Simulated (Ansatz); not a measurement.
# Decaying states in the gap of Li2TiS3

A new crystal, Li2TiS3: structure, gap and complex bands. It is built by putting S for O in the Li2TiO3 structure of space group Immm, with the volume rescaled by atomic radii. The parent structure comes from the Materials Project.

Program: Ansatz 0.2.0. Level of theory: r2SCAN DFT, plane waves, PAW files, in the first sound run; inputs show where later runs differ. Results are calculated unless marked as measured.

The structure was built from a prototype and need not be the compound's stable phase.

## 1. The starting structure

It takes space group Immm (No. 71, orthorhombic). Conventional cell: a = 3.220 Å, b = 4.357 Å, c = 9.914 Å, α = 90.00°, β = 90.00°, γ = 90.00°. Nearest to Li lie 6 S at 2.19 to 2.42 Å. Nearest to Ti lie 6 S at 2.18 Å. Nearest to S lie 2 Ti at 2.18 Å and 4 Li at 2.33 Å. Nearest to S lie 2 Ti at 2.18 Å and 4 Li at 2.19 to 2.42 Å. It derives from Li2TiO3. S for O in the Li2TiO3 structure of space group Immm. Farther neighbours and most contacts between anions are not listed.

## 2. Cell and atoms at rest

The substituted atoms don't fit the parent's cell, so cell and atoms relax together. A small smearing keeps the run stable in case the gap closes on the way.

Contents of input.yaml:

```yaml
crystal:
  lattice:
    - [-1.6102391909, 2.1783946837, 4.9570561774]
    - [1.6102391909, -2.1783946837, 4.9570561774]
    - [1.6102391909, 2.1783946837, -4.9570561774]
  atoms:
    - { symbol: Li, position: [0.670004, 0.670004, 0.0] }
    - { symbol: Li, position: [0.329996, 0.329996, 0.0] }
    - { symbol: Ti, position: [0.0, 0.0, 0.0] }
    - { symbol: S, position: [0.5, 0.0, 0.5] }
    - { symbol: S, position: [0.147654, 0.647654, 0.5] }
    - { symbol: S, position: [0.852346, 0.352346, 0.5] }
kpoints:
  mp_grid: { grid: [8, 8, 8] }
scf:
  occupations: { method: gaussian, width: 0.03 }
hamiltonian:
  xc: r2scan
output:
  forces: true
  stress: true
relax:
  f_tol: 0.02
  max_steps: 60
  cell: {}
```

Launch:

```
$ ansatz run input.yaml --threads 2 --pin off --max-ram 4096MiB --backend cpu --events-out ev --progress --plain --runs-dir out
```

Numbers of over 12 decimals in the logs are rounded to 6 here.

What it wrote:

```text
basis.fft_grid_basis auto: the FFT boxes are laid along the combinations [[1, 0, 1], [0, 1, 1], [0, 0, 1]] of the cell's own vectors, 4.357, 3.220 and 5.649 Å long. The dense box has 32×24×45 points. Along the cell's own vectors, as sized, it would have 45×45×45, 2.64 times as many. Of the 8 symmetry operations that the crystal satisfies within crystal.symmetry.tolerance (time reversal apart; of a slab, those that ke [...]
Engine: ansatz 0.2.0, aarch64-unknown-linux-gnu
Pseudopotentials: kind: paw
Pseudopotential: Li, paw, valence charge 3, recommended cutoff 500 eV (meta_gga), Li.paw.azcp
Pseudopotential: Ti, paw, valence charge 12, recommended cutoff 500 eV (meta_gga), Ti.paw.azcp
Pseudopotential: S, paw, valence charge 6, recommended cutoff 500 eV (meta_gga), S.paw.azcp
Functional definition: r2SCAN
  parameter k0 = 0.174
  parameter k1 = 0.065
  parameter a1 = 4.9479
  exchange = r2scan_x(k0 = k0, k1 = k1, a1 = a1)
  correlation = r2scan_c
Crystal: 6 atoms, lattice volume = 69.552 Å³
Basis set: ecut = 500 eV, 1749 PW (Γ), FFT grids on a1+a3, a2+a3, a3, exchange–correlation on 128×96×180 points (64 copies of the dense FFT grid, shifted against one another)
Bands: 24, of which v1, the nominal top of the filled ones, is band 18 counted from 1 (17 counted from 0)
Symmetry: 8 space group operations
Space group: Immm (ITA 71), of the structure as read, at distance tolerance 4.1e-5 Å
k-points: 95 of 512
Non-local potential: Li, projectors of the file, l = 0: 3, l = 1: 2, l = 2: 1
Non-local potential: Ti, projectors of the file, l = 0: 3, l = 1: 2, l = 2: 3, l = 3: 1
Non-local potential: S, projectors of the file, l = 0: 2, l = 1: 2, l = 2: 2
PAW form: soft (Blöchl's): semilocal exchange-correlation on the pseudo side does not see the compensation charge
PAW frozen core: Ti, regenerated for the run's functional (the file was generated under x = pbe(κ = 0.804, μ = 0.219515), c = pbe(β = 0.066725))
PAW frozen core: S, regenerated for the run's functional (the file was generated under x = pbe(κ = 0.804, μ = 0.219515), c = pbe(β = 0.066725))
PAW one-centre angular grid: Li, 302 points (default); XC on 327 of its mesh's 2665 points in the sphere
PAW one-centre angular grid: Ti, 590 points (default); XC on 160 Gauss nodes
PAW one-centre angular grid: S, 302 points (default); XC on 160 Gauss nodes
Initial density: superposition of atomic densities (neutral atoms: chi_scale 0, normalization atom), corrected by the library's trained network
Initial wavefunctions: pseudopotential atomic-orbital guess
Functional: x = r2scan, c = r2scan; τ floored in thin density (d = 2e-4 eV/Å³)
SCF iter   1: F=—  HF=-5637.172498 eV  |F-HF|=—  |Δ(HF+E_count)|=         —  Δρ=1.76e-2  dr2=3.26e-1  dr2_τ=1.10e-1  ethr=1.77e-3  ⟨swp⟩=6.6  Hψ=12120  notcnv=0  defer=1
preconditioner: auto → Kerker (q_TF=auto, 2.445 Å⁻¹)  [metal: Δε(μ)=0.001 eV  Ē_g=10.064 eV  σ=0.030 eV  W_gap=0.03  n_scr=18 (ndim 8)  ℏωp=21.8 eV  f_vac=0.000  D(μ)=0.34/eV (n_scr^D=0)]
SCF iter   2: F=—  HF=-5637.357830 eV  |F-HF|=—  |Δ(HF+E_count)|=   1.85e-1  Δρ=5.27e-3  dr2=1.14e-2  dr2_τ=5.36e-3  ethr=9.05e-4  ⟨swp⟩=3.8  Hψ=5282  notcnv=0  defer=116
preconditioner: auto → Resta (q_TF=auto, 2.445 Å⁻¹)  ε∞=5.9  [insulator: Δε(μ)=0.147 eV  Ē_g=9.834 eV  σ=0.030 eV  W_gap=0.50  n_scr=18 (ndim 8)  ℏωp=21.8 eV  f_vac=0.000  D(μ)=0.30/eV (n_scr^D=0)  ε∞_Penn≈5.9]
SCF iter   3: F=—  HF=-5637.361744 eV  |F-HF|=—  |Δ(HF+E_count)|=   3.91e-3  Δρ=3.04e-3  dr2=3.96e-3  dr2_τ=2.67e-4  ethr=3.17e-5  ⟨swp⟩=2.2  Hψ=2883  notcnv=0  defer=21
automatic band count: iteration 3 solves 23 bands in place of 24: the levels show a gap, and the empty bands left out lie too high to hold charge; the band table lists the bands solved (type scf.n_extra_bands for more)
SCF iter   4: F=—  HF=-5637.363307 eV  |F-HF|=—  |Δ(HF+E_count)|=   1.56e-3  Δρ=2.94e-4  dr2=4.41e-5  dr2_τ=4.69e-6  ethr=1.10e-5  ⟨swp⟩=2.0  Hψ=3893  notcnv=0  defer=21
SCF iter   5: F=—  HF=-5637.363338 eV  |F-HF|=—  |Δ(HF+E_count)|=   3.09e-5  Δρ=8.21e-5  dr2=4.83e-6  dr2_τ=4.81e-7  ethr=1.22e-7  ⟨swp⟩=2.6  Hψ=3612  notcnv=0  defer=21
SCF iter   6: F=—  HF=-5637.363340 eV  |F-HF|=—  |Δ(HF+E_count)|=   1.94e-6  Δρ=2.07e-5  dr2=2.95e-7  dr2_τ=2.20e-8  ethr=1.34e-8  ⟨swp⟩=2.3  Hψ=3174  notcnv=0  defer=21
SCF iter   7: F=-5637.363340 eV  HF=-5637.363340 eV  |F-HF|=1.92e-8  |Δ(HF+E_count)|=   1.48e-7  Δρ=6.73e-6  dr2=4.00e-8  dr2_τ=1.57e-9  ethr=2.78e-10  ⟨swp⟩=4.6  Hψ=7276  notcnv=0
SCF 1 converged in 7 iterations: F = -5637.363340 eV  dr2 = 4.00e-8
  greatest PAW one-centre occupation: 1.003 electrons in one spin orbital (limit 2), on the Ti atom at site 2 (counted from 0), in its partial waves of l = 1
relax step   1: F+E_penalty+E_count = -5637.36334018 eV  Δ(F+E_penalty+E_count) = +0.000e0 eV  max|allowed force component| = 4.796e0 eV/Å  Δτ_max = 0.0000 Å  P = +55.363 GPa  Ω = 69.552 Å³  (7 SCF iters, dr2 threshold 1.00e-7 eV, accepted)
Crystal: 6 atoms, lattice volume = 78.497 Å³
Basis set: ecut = 500 eV, 2001 PW (Γ), FFT grids on a1+a3, a2+a3, a3, exchange–correlation on 128×96×180 points (64 copies of the dense FFT grid, shifted against one another)
Initial density: handed on by an earlier stage of this run
Initial wavefunctions: those handed on with the density
iter 1 solved again at ethr=2.23e-3 eV; its pass at ethr=3.10e-3 eV (dr2=8.02e-1 eV) is discarded
SCF iter   1: F=—  HF=-5639.775146 eV  |F-HF|=—  |Δ(HF+E_count)|=         —  Δρ=2.08e-2  dr2=8.11e-1  dr2_τ=4.19e-1  ethr=2.23e-3  ⟨swp⟩=1.0  Hψ=12669  notcnv=0
automatic band count: iteration 1 solves 21 bands in place of 24: the levels show a gap, and the empty bands left out lie too high to hold charge; the band table lists the bands solved (type scf.n_extra_bands for more)
preconditioner: auto → Resta (q_TF=auto, 2.396 Å⁻¹)  ε∞=8.1  [insulator: Δε(μ)=0.291 eV  Ē_g=7.704 eV  σ=0.030 eV  W_gap=1.00  n_scr=18 (ndim 8)  ℏωp=20.5 eV  f_vac=0.000  D(μ)=0.00/eV (n_scr^D=0)  ε∞_Penn≈8.1]
SCF iter   2: F=—  HF=-5640.056502 eV  |F-HF|=—  |Δ(HF+E_count)|=   2.81e-1  Δρ=1.32e-2  dr2=1.74e-1  dr2_τ=2.52e-2  ethr=2.23e-3  ⟨swp⟩=2.9  Hψ=3291  notcnv=0
SCF iter   3: F=—  HF=-5640.033067 eV  |F-HF|=—  |Δ(HF+E_count)|=   2.34e-2  Δρ=3.85e-3  dr2=2.55e-2  dr2_τ=4.43e-4  ethr=4.82e-4  ⟨swp⟩=2.5  Hψ=3402  notcnv=0
SCF iter   4: F=—  HF=-5640.028525 eV  |F-HF|=—  |Δ(HF+E_count)|=   4.54e-3  Δρ=1.63e-3  dr2=2.04e-3  dr2_τ=1.29e-4  ethr=7.07e-5  ⟨swp⟩=2.0  Hψ=3225  notcnv=0
SCF iter   5: F=—  HF=-5640.028413 eV  |F-HF|=—  |Δ(HF+E_count)|=   1.12e-4  Δρ=5.45e-4  dr2=1.75e-4  dr2_τ=5.22e-6  ethr=5.67e-6  ⟨swp⟩=6.6  Hψ=8970  notcnv=0  defer=74
[...]
SCF iter   7: F=—  HF=-5640.948655 eV  |F-HF|=—  |Δ(HF+E_count)|=   4.69e-7  Δρ=3.73e-5  dr2=2.54e-6  dr2_τ=5.61e-8  ethr=3.35e-8  ⟨swp⟩=2.7  Hψ=3184  notcnv=0  defer=96
SCF iter   8: F=-5640.948654 eV  HF=-5640.948655 eV  |F-HF|=9.04e-8  |Δ(HF+E_count)|=   1.30e-7  Δρ=8.98e-6  dr2=1.75e-7  dr2_τ=2.11e-9  ethr=1.67e-9  ⟨swp⟩=4.0  Hψ=7762  notcnv=0
SCF 3 converged in 8 iterations: F = -5640.948654 eV  dr2 = 1.75e-7
  greatest PAW one-centre occupation: 0.999 electrons in one spin orbital (limit 2), on the Ti atom at site 2 (counted from 0), in its partial waves of l = 1
relax step   3: F+E_penalty+E_count = -5640.94865446 eV  Δ(F+E_penalty+E_count) = -9.202e-1 eV  max|allowed force component| = 3.280e-1 eV/Å  Δτ_max = 0.0201 Å  P = +7.505 GPa  Ω = 88.660 Å³  energy of the carried Pulay correction = -3.880e-3 eV  (8 SCF iters, dr2 threshold 6.00e-7 eV, accepted)
[...]
relax step   4: F+E_penalty+E_count = -5641.10679303 eV  Δ(F+E_penalty+E_count) = -1.581e-1 eV  max|allowed force component| = 5.808e-2 eV/Å  Δτ_max = 0.0169 Å  P = +1.639 GPa  Ω = 94.387 Å³  energy of the carried Pulay correction = -4.869e-3 eV  (7 SCF iters, dr2 threshold 6.00e-7 eV, accepted)
[...]
relax step   5: F+E_penalty+E_count = -5641.11866395 eV  Δ(F+E_penalty+E_count) = -1.187e-2 eV  max|allowed force component| = 2.151e-1 eV/Å  Δτ_max = 0.0362 Å  P = +0.813 GPa  Ω = 96.657 Å³  energy of the carried Pulay correction = -5.243e-3 eV  (7 SCF iters, dr2 threshold 6.00e-7 eV, accepted)
[...]
relax step   6: F+E_penalty+E_count = -5641.12502955 eV  Δ(F+E_penalty+E_count) = -6.366e-3 eV  max|allowed force component| = 3.578e-2 eV/Å  Δτ_max = 0.0177 Å  P = -0.092 GPa  Ω = 97.051 Å³  energy of the carried Pulay correction = -5.307e-3 eV  (6 SCF iters, dr2 threshold 6.00e-7 eV, accepted)
[...]
relax step   7: F+E_penalty+E_count = -5641.12586815 eV  Δ(F+E_penalty+E_count) = -8.386e-4 eV  max|allowed force component| = 1.794e-2 eV/Å  Δτ_max = 0.0041 Å  P = -0.136 GPa  Ω = 97.061 Å³  energy of the carried Pulay correction = -5.308e-3 eV  (5 SCF iters, dr2 threshold 6.00e-7 eV, accepted)
[...]
relax step   8: F+E_penalty+E_count = -5641.12617704 eV  Δ(F+E_penalty+E_count) = -3.089e-4 eV  max|allowed force component| = 6.042e-3 eV/Å  Δτ_max = 0.0065 Å  P = +0.045 GPa  Ω = 96.842 Å³  energy of the carried Pulay correction = -5.273e-3 eV  (6 SCF iters, dr2 threshold 2.25e-7 eV, accepted)
[...]
relax step   9: F+E_penalty+E_count = -5641.12619997 eV  Δ(F+E_penalty+E_count) = -2.293e-5 eV  max|allowed force component| = 1.103e-3 eV/Å  Δτ_max = 0.0034 Å  P = -0.003 GPa  Ω = 96.887 Å³  energy of the carried Pulay correction = -5.280e-3 eV  (6 SCF iters, dr2 threshold 1.44e-8 eV, accepted)
Basis set: ecut = 500 eV, 2447 PW (Γ), FFT grids on a1+a3, a2+a3, a3, exchange–correlation on 160×108×192 points (64 copies of the dense FFT grid, shifted against one another)
Initial wavefunctions: pseudopotential atomic-orbital guess (no wavefunctions were taken with the density)
iter 1 solved again at ethr=2.15e-7 eV; its pass at ethr=3.10e-3 eV (dr2=7.73e-5 eV) is discarded
SCF iter   1: F=—  HF=-5641.130757 eV  |F-HF|=—  |Δ(HF+E_count)|=         —  Δρ=4.68e-4  dr2=1.57e-5  dr2_τ=1.15e-4  ethr=2.15e-7  ⟨swp⟩=3.0  Hψ=16905  notcnv=0
preconditioner: auto → Resta (q_TF=auto, 2.313 Å⁻¹)  ε∞=6.4  [insulator: Δε(μ)=0.205 eV  Ē_g=7.929 eV  σ=0.030 eV  W_gap=1.00  n_scr=20 (ndim 8)  ℏωp=18.5 eV  f_vac=0.000  D(μ)=0.00/eV (n_scr^D=0)  ε∞_Penn≈6.4]
SCF iter   2: F=—  HF=-5641.131366 eV  |F-HF|=—  |Δ(HF+E_count)|=   6.09e-4  Δρ=2.46e-4  dr2=7.72e-6  dr2_τ=1.97e-5  ethr=4.37e-8  ⟨swp⟩=2.0  Hψ=3990  notcnv=0
SCF iter   3: F=—  HF=-5641.131527 eV  |F-HF|=—  |Δ(HF+E_count)|=   1.61e-4  Δρ=1.07e-4  dr2=1.79e-5  dr2_τ=1.00e-6  ethr=2.14e-8  ⟨swp⟩=2.0  Hψ=3705  notcnv=0
SCF iter   4: F=—  HF=-5641.131529 eV  |F-HF|=—  |Δ(HF+E_count)|=   1.50e-6  Δρ=1.73e-5  dr2=9.53e-8  dr2_τ=6.05e-8  ethr=2.14e-8  ⟨swp⟩=2.2  Hψ=3913  notcnv=0
SCF iter   5: F=—  HF=-5641.131528 eV  |F-HF|=—  |Δ(HF+E_count)|=   3.33e-7  Δρ=2.44e-6  dr2=7.39e-9  dr2_τ=1.09e-9  ethr=2.65e-10  ⟨swp⟩=2.0  Hψ=3990  notcnv=0
SCF iter   6: F=—  HF=-5641.131528 eV  |F-HF|=—  |Δ(HF+E_count)|=   3.74e-9  Δρ=7.16e-7  dr2=4.06e-10  dr2_τ=3.44e-11  ethr=2.05e-11  ⟨swp⟩=2.5  Hψ=3548  notcnv=0
SCF iter   7: F=-5641.131528 eV  HF=-5641.131528 eV  |F-HF|=9.09e-13  |Δ(HF+E_count)|=  3.70e-10  Δρ=1.53e-7  dr2=3.03e-11  dr2_τ=2.95e-12  ethr=1.00e-12  ⟨swp⟩=4.0  Hψ=7236  notcnv=0
SCF 10 converged in 7 iterations: F = -5641.131528 eV  dr2 = 3.03e-11
relax step  10: F+E_penalty+E_count = -5641.13152828 eV  Δ(F+E_penalty+E_count) = -5.328e-3 eV  max|allowed force component| = 1.219e-3 eV/Å  Δτ_max = 0.0000 Å  P = -0.007 GPa  Ω = 96.887 Å³  stress off target by 1.29e-2 GPa  SCF on the basis re-selected at this cell (its energy is not comparable with the rows above)  (7 SCF iters)
basis re-selected at this cell: Δ(F+E_penalty+E_count) = -5.328e-3 eV, ΔP = -0.004 GPa vs the last step (what re-selecting the basis moved, of the pressure what is left beyond the Pulay correction that the steps carried, after the strain that the cell walked since its last selection, with what the two solves' SCF thresholds leave and, on support functions, any second-order correction that the steps lacked; it is no measure of the basis error at this ecutwfc). The dense FFT grid was sized anew with the basis: this SCF ran on 40×27×48 points, the steps before it on 32×24×45, so part of this shift can come from that change (see relax.cell in the input reference). [rest of the remark cut]
SCF converged after 7 iterations
Free energy (F): -5641.131528 eV
Harris-Foulkes:  -5641.131528 eV  (|F-HF|=9.09e-13)
Internal energy: -5641.131528 eV  (E = F + TS)
E sigma→0 (E₀):  -5641.131528 eV
Fermi energy:    6.484315 eV
--- Per-component energies (eV) ---
  E_band       = -415.757448
  E_kinetic    = 638.206930
  E_local      = -1818.275203  (includes V_loc(G=0)·N_el)
  E_nonlocal   = 22.594835
  E_hartree    = 696.055595
  E_xc         = -392.455652
  E_vxc        = -450.450238  (∫ρ·V_xc dr)
  E_paw        = -2927.052321  (= ΣΔE_a)
  E_vpaw       = -224.165389  (= ΣTr[D̂ρ^β])
  E_aug_tail   = -0.000102  (compensation charges beyond the density's cutoff)
  E_vtau       = 24.220595  (kinetic-family band-sum trace: ∫τ·v_τ [+ j·A + Jᵃ·Aᵃ] dr)
  E_ewald      = -1859.622853
  E_core_change = -0.582757  (= ΣΔE_core)
  E_smearing   = -0.000000  (= −TS)
  E_closure    = -0.000000  (closes the sum)
  Σ components = -5641.131528   (vs F -5641.131528, Δ=0.00e0)
--- Forces (eV/Å), atoms counted from 1 ---
  atom   1  Li     0.00000000     0.00000000    -0.00078021
  atom   2  Li    -0.00000000     0.00000000     0.00078021
  atom   3  Ti    -0.00000000     0.00000000    -0.00000000
  atom   4  S     -0.00000000     0.00000000     0.00000000
  atom   5  S     -0.00000000     0.00000000     0.00121921
  atom   6  S      0.00000000     0.00000000    -0.00121921
  max |Σ_I F_I| component: 2.17e-19 eV/Å
--- Stress (GPa, compression-positive) ---
       -0.004711       0.000000      -0.000000
        0.000000      -0.012911       0.000000
       -0.000000       0.000000      -0.003093
  P = ⅓ Tr σ = -0.0069 GPa (-0.069 kbar)
--- Relaxed structure (9 steps of the walk, 9 accepted, 1 SCFs on fresh bases) ---
  F+E_penalty+E_count = -5641.13152828 eV   max|allowed force component| = 1.219e-3 eV/Å   (the final SCF, on the basis selected at the relaxed cell)
  cell:  # Å, volume = 96.8871 Å³
    - [-1.756213, 2.478873, 5.563838]
    - [1.756213, -2.478873, 5.563838]
    - [1.756213, 2.478873, -5.563838]
  atoms:
    - { symbol: Li, position: [0.660625, 0.660625, 0] }
    - { symbol: Li, position: [0.339375, 0.339375, 0] }
    - { symbol: Ti, position: [0, 0, 0] }
    - { symbol: S, position: [0.500000, 0, 0.500000] }
    - { symbol: S, position: [0.151590, 0.651590, 0.500000] }
    - { symbol: S, position: [0.848410, 0.348410, 0.500000] }
```

It took 87 s on 2 threads of Arm Neoverse V2, shared host; peak memory 0.74 GiB; 2.9 min of CPU time.

Step by step:

```tsv
step	energy less that of the first step (eV)	largest force component (eV/Å)	pressure (GPa)	volume (Å³)
1	0.0000	4.7960	55.36	69.55
2	-2.6651	1.2018	23.81	78.50
3	-3.5853	0.3280	7.50	88.66
4	-3.7435	0.0581	1.64	94.39
5	-3.7553	0.2151	0.81	96.66
6	-3.7617	0.0358	-0.09	97.05
7	-3.7625	0.0179	-0.14	97.06
8	-3.7628	0.0060	0.04	96.84
9	-3.7629	0.0011	0.00	96.89
10*	-3.7682	0.0012	-0.01	96.89
```

Relaxation steps marked * repeat the geometry before them on a plane-wave basis chosen anew for their cell, so energy and pressure can jump there.

The run keeps the 8 symmetry operations that it works with, so distortions that break them were not tested.

```tsv
cell as run	before	after	change
a (Å)	5.649	6.339	+12.2 %
b (Å)	5.649	6.339	+12.2 %
c (Å)	5.649	6.339	+12.2 %
α (°)	146.88	147.83	+0.7 %
β (°)	134.63	133.96	-0.5 %
γ (°)	57.31	57.27	-0.1 %
volume (Å³/atom)	11.59	16.15	+39.3 %
```

The atoms that moved most (Å, as changes of fractional coordinates times the final cell):

```tsv
atom	dx	dy	dz	length
Li1	0.000	0.000	-0.104	0.104
Li2	0.000	0.000	0.104	0.104
S6	0.000	0.000	-0.044	0.044
S5	0.000	0.000	0.044	0.044
```

Final coordinates:

```xyz
6
Lattice="-1.7562 2.4789 5.5638 1.7562 -2.4789 5.5638 1.7562 2.4789 -5.5638" Properties=species:S:1:pos:R:3 pbc="T T T"
Li    0.0000    0.0000    7.3512
Li    0.0000    0.0000    3.7765
Ti    0.0000    0.0000    0.0000
S     0.0000    2.4789    0.0000
S     1.7562    0.0000    1.6868
S     0.0000    2.4789    3.8770
```

Numbers from this step:

```
free energy  : -5641.1315 eV
Fermi energy : 6.484 eV
pressure     : -0.006905 GPa
```

The largest force component on a free atom ends at 0.0012 eV/Å.

(Continued in part 2 of 3.)

[Logs are printed without paths, hosts, clocks, repeated set-up lines and the standing remarks that a program may print on its own settings, such as how far it seeks lower states.]

[Hosts, paths, dates, database ids (printed as entryN), source tags and the programs' standing remarks are cut or masked in the printed files.]

[New means built here by substitution; the compound itself may be known and measured.]
